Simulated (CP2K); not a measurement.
Two runs for the C K edge of biacetyl. Run A: CP2K XAS_TDP, all-electron GAPW, PBEh(45%), aug-cc-pVDZ, TDA, no relativity. Run B differs in one setting.

First lines with a strength over 0.0015. A:

```
                             atom  energy (eV)  states  strength, one atom
C1 (bonded to C and 3 H), 2 alike       284.14       1              0.0046
                                        284.72       1              0.0176
                                        284.96       1              0.0217
                                        285.36       1              0.0047
                                        285.43       1              0.0025
C2 (bonded to 2 C and O), 2 alike       281.37       1              0.0593
                                        286.29       1              0.0168
                                        288.08       1              0.0022
                                        288.58       1              0.0026
                                        288.80       1              0.0028
```

B:

```
                             atom  energy (eV)  states  strength, one atom
C1 (bonded to C and 3 H), 2 alike       270.08       1              0.0022
                                        270.24       1              0.0018
                                        270.48       1              0.0023
                                        270.71       1              0.0022
                                        272.91       1              0.0023
C2 (bonded to 2 C and O), 2 alike       268.65       1              0.0161
                                        271.79       1              0.0300
                                        273.14       1              0.0022
                                        274.04       1              0.0017
                                        274.75       1              0.0032
```

**Question.** Which was it: GW2X switched on, the functional, the basis, scalar relativity switched on?

The functional (functional from PBEh(45%) to PBE; the lines alone don't name the new value). A functional moves all lines by electronvolts and changes their spacings and strengths. Against PBEh(45%) in aug-cc-pVDZ, the leading line moves by -12.72 eV, to 268.65 eV; the strength of C2's goes from 0.0593 to 0.0161, so the two may not be the same state. For C1 the rule picks another line of the list in the two runs, so no shift is given. The next line of C2 over the strength cut lies 3.14 eV higher, against 4.92.

[Banner, clock and machine lines of the logs are left out without a mark of their own.]

[Logs are printed without paths, hosts, clocks, repeated set-up lines and the standing remarks that a program may print on its own settings, such as how far it seeks lower states.]

[Hosts, paths, dates, database ids (printed as entryN), source tags and the programs' standing remarks are cut or masked in the printed files.]
